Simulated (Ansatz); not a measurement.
## Relaxing random alloy of the hcp Ru-Mo line, x = 0.125 (64 atoms)

Aim: bring random alloy of the hcp Ru-Mo line, x = 0.125 (64 atoms) to a nearby minimum of the energy and see what moves.

Main program and level: Ansatz 0.2.0; Kohn-Sham DFT, PBE, PAW (set soft_2), plane waves.

## Step 1: The structure

The cell holds 64 atoms: 56 Ru and 8 Mo. Cell: a = 10.898 Å, b = 10.897 Å, c = 8.640 Å, α = 90.0°, β = 90.0°, γ = 120.0°. It derives from Ru and Mo (hcp Ru-Mo), repeated 4×4×2. Hcp Ru-Mo: 64 atoms, 8 of 64 Ru sites given to Mo at random, cell and internal coordinates interpolated linearly between the end members (Vegard's rule); not relaxed, displaced by a Gaussian of 0.02 Å. Lattice constants are starting values near those of PBE.

What the set-up can't give: The host structure and its lattice constant were typed by rule, without a check against the phase diagram.

## Step 2: Single point at the start

A single point comes first, to see the forces before anything moves.

The input, input.yaml:

```yaml
crystal:
  lattice:
    - [10.8975, 0.0, 0.0]
    - [-5.44875, 9.43751, 0.0]
    - [0.0, 0.0, 8.64]
  atoms:
    - { symbol: Ru, position: [0.00233, 0.9987, 0.99878] }
    - { symbol: Ru, position: [0.08228, 0.1685, 0.24467] }
    - { symbol: Ru, position: [0.0024, 0.99839, 0.50074] }
    - { symbol: Mo, position: [0.08442, 0.16977, 0.74523] }
    - { symbol: Ru, position: [0.999, 0.24919, 0.00262] }
    - { symbol: Mo, position: [0.08113, 0.4163, 0.24797] }
    - { symbol: Ru, position: [0.0007, 0.25124, 0.49745] }
    - { symbol: Ru, position: [0.08639, 0.41858, 0.75116] }
    - { symbol: Ru, position: [0.00093, 0.49855, 0.99972] }
    - { symbol: Ru, position: [0.08133, 0.6661, 0.25123] }
    - { symbol: Ru, position: [0.99831, 0.49916, 0.49841] }
    - { symbol: Ru, position: [0.08107, 0.66524, 0.74997] }
    - { symbol: Mo, position: [0.9982, 0.7505, 0.00384] }
    - { symbol: Ru, position: [0.08449, 0.91626, 0.24795] }
    - { symbol: Ru, position: [0.00042, 0.75359, 0.50012] }
    - { symbol: Ru, position: [0.08237, 0.91707, 0.75486] }
    - { symbol: Ru, position: [0.25087, 0.00131, 0.00069] }
    - { symbol: Ru, position: [0.33148, 0.16425, 0.24919] }
    - { symbol: Ru, position: [0.25024, 0.00124, 0.50194] }
    - { symbol: Ru, position: [0.33534, 0.16727, 0.75205] }
    - { symbol: Ru, position: [0.24994, 0.25266, 0.00119] }
    - { symbol: Ru, position: [0.3333, 0.4177, 0.24983] }
    - { symbol: Mo, position: [0.25369, 0.25322, 0.50506] }
    - { symbol: Ru, position: [0.32924, 0.41361, 0.74883] }
    - { symbol: Mo, position: [0.25122, 0.50186, 0.00073] }
    - { symbol: Ru, position: [0.3293, 0.66602, 0.25192] }
    - { symbol: Ru, position: [0.25123, 0.50161, 0.49949] }
    - { symbol: Ru, position: [0.33316, 0.66706, 0.75095] }
    - { symbol: Ru, position: [0.25049, 0.75025, 0.99845] }
    - { symbol: Mo, position: [0.33416, 0.91692, 0.25261] }
    - { symbol: Mo, position: [0.2524, 0.75039, 0.49913] }
    - { symbol: Ru, position: [0.33261, 0.91756, 0.75018] }
    - { symbol: Ru, position: [0.49942, 9.0e-05, 0.99856] }
    - { symbol: Mo, position: [0.58414, 0.16572, 0.25283] }
    - { symbol: Ru, position: [0.50137, 0.00126, 0.49747] }
    - { symbol: Ru, position: [0.58443, 0.16824, 0.74779] }
    - { symbol: Ru, position: [0.49955, 0.25007, 0.99682] }
    - { symbol: Ru, position: [0.58481, 0.41846, 0.24801] }
    - { symbol: Ru, position: [0.49925, 0.24722, 0.49991] }
    - { symbol: Ru, position: [0.58156, 0.41904, 0.75095] }
    - { symbol: Ru, position: [0.49913, 0.49836, 0.00295] }
    - { symbol: Ru, position: [0.58497, 0.66273, 0.25286] }
    - { symbol: Ru, position: [0.50335, 0.50072, 0.49722] }
    - { symbol: Ru, position: [0.58473, 0.66628, 0.7486] }
    - { symbol: Ru, position: [0.49833, 0.75117, 0.00184] }
    - { symbol: Ru, position: [0.58274, 0.91777, 0.24735] }
    - { symbol: Ru, position: [0.50152, 0.7501, 0.49957] }
    - { symbol: Ru, position: [0.58407, 0.91851, 0.75174] }
    - { symbol: Ru, position: [0.75112, 0.00029, 0.00018] }
    - { symbol: Ru, position: [0.83471, 0.16716, 0.25158] }
    - { symbol: Ru, position: [0.74685, 0.99484, 0.5024] }
    - { symbol: Ru, position: [0.83781, 0.1676, 0.74977] }
    - { symbol: Ru, position: [0.74962, 0.24975, 4.0e-05] }
    - { symbol: Ru, position: [0.83073, 0.41557, 0.24769] }
    - { symbol: Ru, position: [0.75014, 0.24937, 0.50115] }
    - { symbol: Ru, position: [0.83406, 0.41876, 0.75049] }
    - { symbol: Ru, position: [0.75201, 0.49598, 0.9985] }
    - { symbol: Ru, position: [0.83767, 0.67202, 0.24942] }
    - { symbol: Ru, position: [0.74984, 0.49952, 0.50308] }
    - { symbol: Ru, position: [0.83353, 0.66811, 0.74926] }
    - { symbol: Ru, position: [0.748, 0.75066, 0.00116] }
    - { symbol: Ru, position: [0.83559, 0.91643, 0.24857] }
    - { symbol: Ru, position: [0.75129, 0.75051, 0.50065] }
    - { symbol: Ru, position: [0.83443, 0.91913, 0.75086] }
kpoints:
  mp_grid: { grid: [2, 2, 2] }
hamiltonian:
  xc: pbe
scf:
  occupations: { method: fermi_dirac, width: 0.1 }
output:
  forces: true
```

On the command line:

```
ansatz run input.yaml --threads 5 --pin off --max-ram 76800MiB --backend cuda --events-out ev --progress --plain --runs-dir out
```

Log:

```text
Engine: ansatz 0.2.0, x86_64-unknown-linux-gnu
Pseudopotentials: kind: paw
Pseudopotential: Ru, paw, valence charge 16, recommended cutoff 420 eV (normal), Ru.paw.azcp
Pseudopotential: Mo, paw, valence charge 14, recommended cutoff 420 eV (normal), Mo.paw.azcp
[... 5 lines on functional and potentials left out ...]
concurrent solve slots: 4 of 5 are kept, ahead of what memory takes: no pass of the eigensolver takes more rounds on 4
device memory: the entry about to start is reckoned to put 14.8 GiB on a device that reports 58.6 GiB free
GPU FFT provider: cuFFT
GPU libraries: cuBLAS 13.8.2, cuFFT 12.4.0, cuSOLVER 12.3.4
Crystal: 64 atoms, lattice volume = 888.583 Å³
Basis set: ecut = 420 eV, 17453 PW (Γ), exchange–correlation on 150×150×120 points (8 copies of the dense FFT grid, shifted against one another)
Bands: 605, of which v1, the nominal top of the filled ones, is band 504 counted from 1 (503 counted from 0)
Symmetry: 1 space group operations
Space group: P1 (ITA 1), of the structure as read, at distance tolerance 9.6e-5 Å
k-points: 8
[... 5 lines on functional and potentials left out ...]
Initial density: superposition of atomic densities (neutral atoms: chi_scale 0, normalization atom), corrected by the library's trained network
Initial wavefunctions: pseudopotential atomic-orbital guess
GPU buffer pool allocated for 337500 grid points (all kernels)
GPU transforms: local potential and band sums: pruned to the plane-wave sphere, on 75×75×60
Functional: x = pbe(κ = 0.804, μ = 0.219515), c = pbe(β = 0.066725)
SCF iter   1: F=—  HF=-368855.693845 eV  |F-HF|=—  |Δ(HF+E_count)|=         —  Δρ=9.22e-3  dr2=1.02e0  ethr=1.77e-3  ⟨swp⟩=5.0  Hψ=14960  notcnv=0  defer=1
preconditioner: auto → Kerker (q_TF=auto, 2.786 Å⁻¹)  [metal: Δε(μ)=0.001 eV  Ē_g=4.655 eV  σ=0.100 eV  W_gap=0.00  n_scr=306 (ndim 8)  ℏωp=27.7 eV  f_vac=0.000  D(μ)=64.92/eV (n_scr^D=728)]
SCF iter   2: F=—  HF=-368855.717492 eV  |F-HF|=—  |Δ(HF+E_count)|=   2.36e-2  Δρ=5.03e-3  dr2=3.21e-1  ethr=1.01e-4  ⟨swp⟩=1.0  Hψ=5568  notcnv=0  defer=3
SCF iter   3: F=—  HF=-368855.728359 eV  |F-HF|=—  |Δ(HF+E_count)|=   1.09e-2  Δρ=5.59e-4  dr2=5.43e-3  ethr=3.18e-5  ⟨swp⟩=1.0  Hψ=4812  notcnv=0  defer=3
SCF iter   4: F=—  HF=-368855.730213 eV  |F-HF|=—  |Δ(HF+E_count)|=   1.85e-3  Δρ=1.27e-4  dr2=4.70e-4  ethr=5.39e-7  ⟨swp⟩=2.9  Hψ=8862  notcnv=0  defer=3
SCF iter   5: F=—  HF=-368855.725894 eV  |F-HF|=—  |Δ(HF+E_count)|=   4.32e-3  Δρ=4.72e-5  dr2=5.42e-5  ethr=4.66e-8  ⟨swp⟩=2.5  Hψ=6816  notcnv=0  defer=3
SCF iter   6: F=—  HF=-368855.728169 eV  |F-HF|=—  |Δ(HF+E_count)|=   2.28e-3  Δρ=1.14e-5  dr2=4.53e-6  ethr=5.37e-9  ⟨swp⟩=2.2  Hψ=8358  notcnv=0  defer=3
SCF iter   7: F=—  HF=-368855.728169 eV  |F-HF|=—  |Δ(HF+E_count)|=   2.70e-8  Δρ=4.51e-6  dr2=2.84e-7  ethr=4.50e-10  ⟨swp⟩=1.0  Hψ=4812  notcnv=0  defer=3
SCF iter   8: F=-368855.728169 eV  HF=-368855.728169 eV  |F-HF|=4.48e-9  |Δ(HF+E_count)|=   1.48e-8  Δρ=7.24e-7  dr2=7.15e-9  ethr=9.92e-12  ⟨swp⟩=3.0  Hψ=13012  notcnv=0
SCF 1 converged in 8 iterations: F = -368855.728169 eV  dr2 = 7.15e-9
  greatest PAW one-centre occupation: 0.998 electrons in one spin orbital (limit 2), on the Mo atom at site 29 (counted from 0), in its partial waves of l = 0
SCF converged after 8 iterations
Free energy (F): -368855.728169 eV
Harris-Foulkes:  -368855.728169 eV  (|F-HF|=4.48e-9)
Internal energy: -368853.655692 eV  (E = F + TS)
E sigma→0 (E₀):  -368854.691930 eV
Entropy (-TS):   -2.072478 eV (-32.382 meV/atom)
Fermi energy:    22.937212 eV
--- Per-component energies (eV) ---
  E_band       = -3565.809693
  E_kinetic    = 32340.661340
  E_local      = -77765.435726  (includes V_loc(G=0)·N_el)
  E_nonlocal   = 20350.402118
  E_hartree    = 25157.253008
  E_xc         = -12147.544427
  E_vxc        = -15240.915821  (∫ρ·V_xc dr)
  E_paw        = -219410.943450  (= ΣΔE_a)
  E_vpaw       = -13565.016627  (= ΣTr[D̂ρ^β])
  E_aug_tail   = -0.010085  (compensation charges beyond the density's cutoff)
  E_ewald      = -137378.038469
  E_smearing   = -2.072478  (= −TS)
  E_closure    = -0.000000  (closes the sum)
  Σ components = -368855.728169   (vs F -368855.728169, Δ=0.00e0)
--- Forces (eV/Å), atoms counted from 1 ---
  atom   1  Ru    -0.59358325     0.35075024     0.25445358
  atom   2  Ru     0.47340168    -0.43802869     0.48321633
  atom   3  Ru    -0.41504992     0.06904937    -0.21875635
  atom   4  Mo    -0.11627879    -0.52981457     0.84760287
  atom   5  Ru    -0.06832804     0.01890473    -0.37565427
  atom   6  Mo     0.00984854     0.10041728     0.72552539
  atom   7  Ru    -0.14262920    -0.00142831     0.18238752
  atom   8  Ru    -0.55504578     0.02504432    -0.34659510
  atom   9  Ru    -0.46849125    -0.12216713    -0.17954690
  atom  10  Ru     0.09442401     0.30371828    -0.00302381
  atom  11  Ru    -0.00958317    -0.15096567     0.17534358
  atom  12  Ru     0.17467857     0.37479582    -0.02080456
  atom  13  Mo     0.24773674    -0.09716240    -0.49482150
  atom  14  Ru    -0.09042427     0.35633889     0.39389078
[...]
atom  63  Ru     0.01005496     0.19567177    -0.00833641
  atom  64  Ru    -0.05200201    -0.56465641    -0.01685568
  max |Σ_I F_I| component: 8.54e-6 eV/Å
```

Run time: 6 s. Hardware: 1 × NVIDIA H100 80GB HBM3 with 5 threads of AMD EPYC 7R13 (Zen 3), shared host; peak memory 1.3 GiB; 7.7 s of CPU time.

That memory is the host's; the program planned up to 14.8 GiB on the GPU.

Read from the output:

```yaml
free_energy: -368855.7282 eV
free_energy_per_atom: -5763.3708 eV/atom
scf_cycles: 8
r_m_s_force_component: 0.3353 eV/Å
longest_force: 1.165 eV/Å
fermi_energy: 22.94 eV
```

The r.m.s. force component of 0.34 eV/Å sets the starting point.

Length of the force by element and coordination:

```tsv
element	coordination	atoms	mean length of the force (eV/Å)	spread	least	most
Mo	all	8	0.834	0.194	0.562	1.17
Ru	all	56	0.467	0.250	0.0914	1.14
```

## Step 3: Cell and atoms relaxed

Cell and atoms are freed together, to release stress as well as forces.

input.yaml, as its differences from that of step 2:

```diff
@@ -15 +15,5 @@
   forces: true
+relax:
+  f_tol: 0.04
+  max_steps: 150
+  cell: {}
```

Log:

```text
[...]
GPU FFT provider: cuFFT
GPU libraries: cuBLAS 13.8.2, cuFFT 12.4.0, cuSOLVER 12.3.4
Crystal: 64 atoms, lattice volume = 888.583 Å³
Basis set: ecut = 420 eV, 17453 PW (Γ), exchange–correlation on 150×150×120 points (8 copies of the dense FFT grid, shifted against one another)
Bands: 605, of which v1, the nominal top of the filled ones, is band 504 counted from 1 (503 counted from 0)
Symmetry: 1 space group operations
[...]
k-points: 8
[...]
GPU buffer pool allocated for 337500 grid points (all kernels)
[...]
SCF iter   1: F=—  HF=-368855.693845 eV  |F-HF|=—  |Δ(HF+E_count)|=         —  Δρ=9.22e-3  dr2=1.02e0  ethr=1.77e-3  ⟨swp⟩=5.0  Hψ=14960  notcnv=0  defer=1
[...]
SCF iter   8: F=-368855.728169 eV  HF=-368855.728169 eV  |F-HF|=4.31e-9  |Δ(HF+E_count)|=   1.47e-8  Δρ=7.24e-7  dr2=7.05e-9  ethr=9.92e-12  ⟨swp⟩=3.0  Hψ=13012  notcnv=0
SCF 1 converged in 8 iterations: F = -368855.728169 eV  dr2 = 7.05e-9
[...]
relax step   1: F+E_penalty+E_count = -368855.72816926 eV  Δ(F+E_penalty+E_count) = +0.000e0 eV  max|allowed force component| = 1.128e0 eV/Å  Δτ_max = 0.0000 Å  P = +3.340 GPa  Ω = 888.583 Å³  (8 SCF iters, dr2 threshold 1.00e-7 eV, accepted)
[...]
relax step   2: F+E_penalty+E_count = -368856.25612084 eV  Δ(F+E_penalty+E_count) = -5.280e-1 eV  max|allowed force component| = 3.710e-1 eV/Å  Δτ_max = 0.0905 Å  P = -3.680 GPa  Ω = 909.394 Å³  energy of the carried Pulay correction = -8.633e-3 eV  (6 SCF iters, dr2 threshold 6.40e-6 eV, accepted)
[...]
relax step   3: F+E_penalty+E_count = -368856.56807367 eV  Δ(F+E_penalty+E_count) = -3.120e-1 eV  max|allowed force component| = 8.892e-2 eV/Å  Δτ_max = 0.0373 Å  P = +0.325 GPa  Ω = 896.553 Å³  energy of the carried Pulay correction = -3.330e-3 eV  (6 SCF iters, dr2 threshold 6.40e-6 eV, accepted)
[...]
relax step   4: F+E_penalty+E_count = -368856.57160256 eV  Δ(F+E_penalty+E_count) = -3.529e-3 eV  max|allowed force component| = 2.892e-2 eV/Å  Δτ_max = 0.0124 Å  P = -0.091 GPa  Ω = 897.798 Å³  energy of the carried Pulay correction = -3.847e-3 eV  (6 SCF iters, dr2 threshold 4.94e-7 eV, accepted)
[...]
relax step   5: F+E_penalty+E_count = -368856.57244234 eV  Δ(F+E_penalty+E_count) = -8.398e-4 eV  max|allowed force component| = 7.552e-3 eV/Å  Δτ_max = 0.0032 Å  P = -0.003 GPa  Ω = 897.550 Å³  energy of the carried Pulay correction = -3.744e-3 eV  (6 SCF iters, dr2 threshold 1.04e-7 eV, accepted)
[...]
relax step   6: F+E_penalty+E_count = -368856.57573102 eV  Δ(F+E_penalty+E_count) = -3.289e-3 eV  max|allowed force component| = 7.557e-3 eV/Å  Δτ_max = 0.0000 Å  P = -0.008 GPa  Ω = 897.550 Å³  stress off target by 1.75e-2 GPa  SCF on the basis re-selected at this cell (its energy is not comparable with the rows above)  (8 SCF iters)
basis re-selected at this cell: Δ(F+E_penalty+E_count) = -3.289e-3 eV, ΔP = -0.005 GPa vs the last step (what re-selecting the basis moved, of the pressure what is left beyond the Pulay correction that the steps carried, after the strain that the cell walked since its last selection, [...]
SCF converged after 8 iterations
Free energy (F): -368856.575731 eV
[...]
Internal energy: -368854.549579 eV  (E = F + TS)
E sigma→0 (E₀):  -368855.562655 eV
Entropy (-TS):   -2.026152 eV (-31.659 meV/atom)
Fermi energy:    22.665329 eV
[...]
--- Forces (eV/Å), atoms counted from 1 ---
  atom   1  Ru     0.00037459     0.00120425    -0.00128656
  atom   2  Ru     0.00145069     0.00169094     0.00173018
  atom   3  Ru     0.00032357    -0.00132456    -0.00049446
  atom   4  Mo     0.00010428     0.00034257     0.00233493
  atom   5  Ru    -0.00199620     0.00175938    -0.00130296
  atom   6  Mo     0.00384152     0.00056052     0.00490804
  atom   7  Ru     0.00056472     0.00209218    -0.00086219
  atom   8  Ru    -0.00206212     0.00248359     0.00159325
  atom   9  Ru     0.00032211    -0.00319388    -0.00039052
  atom  10  Ru    -0.00336202    -0.00073490    -0.00067180
  atom  11  Ru     0.00165192    -0.00452338     0.00158457
  atom  12  Ru    -0.00059676     0.00086852    -0.00341127
  atom  13  Mo    -0.00017265    -0.00278809     0.00072082
  atom  14  Ru    -0.00009158    -0.00311083    -0.00064384
[...]
atom  63  Ru     0.00026190     0.00217995    -0.00046091
  atom  64  Ru    -0.00200578    -0.00041189    -0.00004577
  max |Σ_I F_I| component: 3.63e-8 eV/Å
--- Stress (GPa, compression-positive) ---
       -0.003134       0.002052       0.000728
        0.002052      -0.015028      -0.004976
        0.000728      -0.004976      -0.005856
  P = ⅓ Tr σ = -0.0080 GPa (-0.080 kbar)
--- Band table (eV; the first three rows and the last of 8) ---
[...]
--- Relaxed structure (5 steps of the walk, 5 accepted, 1 SCFs on fresh bases) ---
  F+E_penalty+E_count = -368856.57573102 eV   max|allowed force component| = 7.557e-3 eV/Å   (the final SCF, on the basis selected at the relaxed cell)
  cell:  # Å, volume = 897.5500 Å³
    - [10.962167, -0.00015184, -0.000521496]
    - [-5.481215, 9.491510, 0.000107498]
    - [-0.000413464, -0.0001403, 8.626416]
  atoms:
    - { symbol: Ru, position: [-0.000864289, 0.999783, 1.001087] }
    - { symbol: Ru, position: [0.083226, 0.166278, 0.249721] }
    - { symbol: Ru, position: [-0.000856998, 0.998662, 0.500152] }
    - { symbol: Mo, position: [0.082317, 0.165876, 0.754995] }
[...]
- { symbol: Ru, position: [0.832107, 0.915657, 0.750048] }
```

Run time: 21 s. Hardware: 1 × NVIDIA H100 80GB HBM3 with 5 threads; peak memory 1.4 GiB.

That memory is the host's; the program planned up to 14.8 GiB on the GPU.

The program notes that the band table was not solved further than the SCF left it.

Relaxation path:

```tsv
step	energy less that of the first step (eV)	largest force component (eV/Å)	pressure (GPa)	volume (Å³)
1	0.0000	1.1277	3.34	888.58
2	-0.5280	0.3710	-3.68	909.39
3	-0.8399	0.0889	0.33	896.55
4	-0.8434	0.0289	-0.09	897.80
5	-0.8443	0.0076	0.00	897.55
6*	-0.8476	0.0076	-0.01	897.55
```

Relaxation steps marked * repeat the geometry before them on a plane-wave basis chosen anew for their cell, so energy and pressure can jump there.

```tsv
cell as run	before	after	change
a (Å)	10.898	10.962	+0.6 %
b (Å)	10.897	10.960	+0.6 %
c (Å)	8.640	8.626	-0.2 %
volume (Å³/atom)	13.88	14.02	+1.0 %
```

The atoms that moved most (Å, as changes of fractional coordinates times the final cell):

```tsv
atom	dx	dy	dz	length
Mo23	0.003	-0.029	-0.088	0.093
Mo4	-0.002	-0.037	0.084	0.092
Mo30	-0.038	-0.009	-0.066	0.077
Ru42	-0.050	0.043	-0.024	0.070
Ru26	0.065	0.013	-0.017	0.068
Mo6	-0.001	0.009	0.067	0.068
Ru52	-0.061	-0.020	-0.001	0.065
Ru58	-0.017	-0.060	0.016	0.064
```

The relaxation changed the energy by -13.2 meV/atom, and atoms moved by 0.042 Å r.m.s., 0.093 Å at most.

## Step 4: Structure statistics after relaxation

Bonds before and after, by the cutoffs listed below:

```tsv
pair	bonds before	bonds after	mean before (Å)	mean after (Å)	spread before (Å)	spread after (Å)
Ru-Ru	292	292	2.699	2.705	0.037	0.035
Ru-Mo	88	88	2.699	2.715	0.038	0.045
Mo-Mo	4	4	2.664	2.772	0.036	0.024
```

Density 11.9 g/cm³, 14.02 Å³ an atom.

g(r), total and by pair (bins of 0.2 Å):

```tsv
r (Å)	total	Ru-Ru	Ru-Mo	Mo-Mo
2.60	4.28	4.58	3.50	0.00
2.80	4.85	4.50	6.00	5.80
3.00	0.00	0.00	0.00	0.00
3.20	0.00	0.00	0.00	0.00
3.40	0.00	0.00	0.00	0.00
3.60	0.00	0.00	0.00	0.00
3.80	2.28	2.30	2.17	3.09
4.00	0.00	0.00	0.00	0.00
4.20	0.10	0.06	0.26	0.00
4.40	0.49	0.53	0.42	0.00
4.60	1.08	1.05	1.13	2.04
4.80	3.42	3.45	3.37	2.48
5.00	0.78	0.68	1.11	0.88
5.20	1.78	1.90	1.32	2.54
5.40	0.95	0.92	1.06	0.74
5.60	0.17	0.19	0.10	0.00
5.80	0.00	0.00	0.00	0.00
6.00	0.98	0.98	0.99	0.60
6.20	0.82	0.80	0.89	0.59
6.40	1.63	1.62	1.71	1.09
6.60	1.31	1.35	1.17	1.27
6.80	0.19	0.15	0.34	0.25
7.00	1.38	1.37	1.44	0.92
7.20	3.20	3.20	3.17	3.20
7.40	0.00	0.00	0.00	0.21
7.60	0.43	0.39	0.56	0.38
7.80	0.70	0.73	0.57	0.75
```

Neighbours by pair of elements; one cutoff, the widest of the pairs' first minima of g(r), serves all pairs of this metal:

```tsv
pair A-B	cutoff (Å)	bonds	mean length (Å)	spread (Å)	shortest (Å)	B about A	A about B
Ru-Ru	3.18	292	2.71	0.035	2.65	10.4	10.4
Ru-Mo	3.18	88	2.71	0.045	2.63	1.57	11
Mo-Mo	3.18	4	2.77	0.024	2.74	1	1
```

How many atoms have how many bonded neighbours:

```tsv
element	mean	12
Mo	12	8
Ru	12	56
```

By these cutoffs all Mo atoms have 12 and all Ru atoms have 12 bonded neighbours.

[end of part 1 of 2]

[Long decimals in the printed logs are rounded to 6 places.]

[Logs are printed without paths, hosts, clocks, repeated set-up lines and the standing remarks that a program may print on its own settings, such as how far it seeks lower states.]

[Hosts, paths, dates, database ids (printed as entryN), source tags and the programs' standing remarks are cut or masked in the printed files.]

[A walk said to have stopped at its limit may instead have ended on an SCF cycle that didn't converge.]
